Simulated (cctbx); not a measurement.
## What is wrong with this refinement?

Cell a = 5.4730 Å, b = 5.4730 Å, c = 4.4500 Å, α = 90.00°, β = 90.00°, γ = 120.00°; space group P-3m1 (no. 164).

Simulated single-crystal data (cctbx): Ga Kα, λ = 1.3414 Å, to d = 0.83 Å, 80 % of the full sphere, strongest reflection 70000 counts, noise from counting, a 6 % proportional error and a noise floor of 4 counts (s.d.); no absorption.

An isotropic refinement with weights 1/σ² prints:

```text
Rint 0.043, 102 unique reflections to 0.83 A
cycle     R1     wR2    GooF  max shift (A)
   1  0.8188  0.9763  39.533  33.39371
  12  0.0119  0.0265   1.074   0.06549
final R1 0.0119 wR2 0.0265 GooF 1.074  parameters 10  data/parameter 10.2
atom        x        y        z      Ueq    occ   su(xyz)  su(Uiso or U11)
Eu1    0.33333  0.66667  0.73608   0.0096  1.000  0.00004  0.0002
Ca1    0.00000  0.00000  0.00000   0.0166  1.000  0.00000  0.0003
H1     9.13307  5.06654  1.68279   0.9882  1.000  2.10531  8.2709
Ca2    0.66494  0.66209  0.75281   1.0000  1.000  0.01447  0.0993
difference map: max 0.75 min -0.55 rms 0.19
Q1    0.3333  0.6667  0.1180    2    0.75  1.70 A from Eu1
Q2    0.0000  0.0000  0.3715    2    0.66  0.68 A from H1
Q3    0.1673  0.3345  0.1846    6    0.57  0.95 A from Ca2
Q4    0.2245  0.6123  0.9237    6    0.49  0.98 A from Eu1
Q5    0.3333  0.6667  0.5267    2    0.40  0.93 A from Eu1
Q6    0.2659  0.5318  0.7277    6    0.37  0.64 A from Eu1
```

**Question.** Can this result stand? If not, what is the likely fault?

Mend it. The fault: spurious atom: Ca2. Against the right model at the same level, R1 goes from 0.0097 to 0.0119 and GooF from 0.88 to 1.07, H1 takes U = 0.99 Å² and Ca2 takes U = the program's ceiling. A site with no density behind it hides by a very large U or drifts. The fit had not settled when the cycles ran out.

The compound is CaEu2H6. The right model at the same level gives:

```text
Rint 0.043, 102 unique reflections to 0.83 A
cycle     R1     wR2    GooF  max shift (A)
   1  0.0779  0.1919   7.608   0.04993
   3  0.0097  0.0223   0.884   0.00002
final R1 0.0097 wR2 0.0223 GooF 0.884  parameters 6  data/parameter 17.0
atom        x        y        z      Ueq    occ   su(xyz)  su(Uiso or U11)
Eu1    0.33333  0.66667  0.73609   0.0094  1.000  0.00003  0.0001
Ca1    0.00000  0.00000  0.00000   0.0165  1.000  0.00000  0.0003
H1     0.65980  0.82990  0.23115   0.0646  1.000  0.00806  0.0219
difference map: max 0.47 min -0.62 rms 0.14
Q1    0.3333  0.6667  0.1218    2    0.47  1.62 A from H1
Q2    0.0000  0.0000  0.3635    2    0.45  1.62 A from Ca1
Q3    0.1066  0.2131  0.4109    6    0.33  1.00 A from H1
Q4    0.0722  0.5361  0.0919    6    0.31  1.55 A from H1
Q5    0.2636  0.5272  0.7312    6    0.30  0.66 A from Eu1
Q6    0.1947  0.5973  0.9199    6    0.30  1.05 A from Eu1
```

The model is made up (kin elements in a known structure type, no relaxation), so it says nothing on whether the phase exists.

[Middle refinement cycles are left out of these outputs.]

[Logs are printed without paths, hosts, clocks, repeated set-up lines and the standing remarks that a program may print on its own settings, such as how far it seeks lower states.]
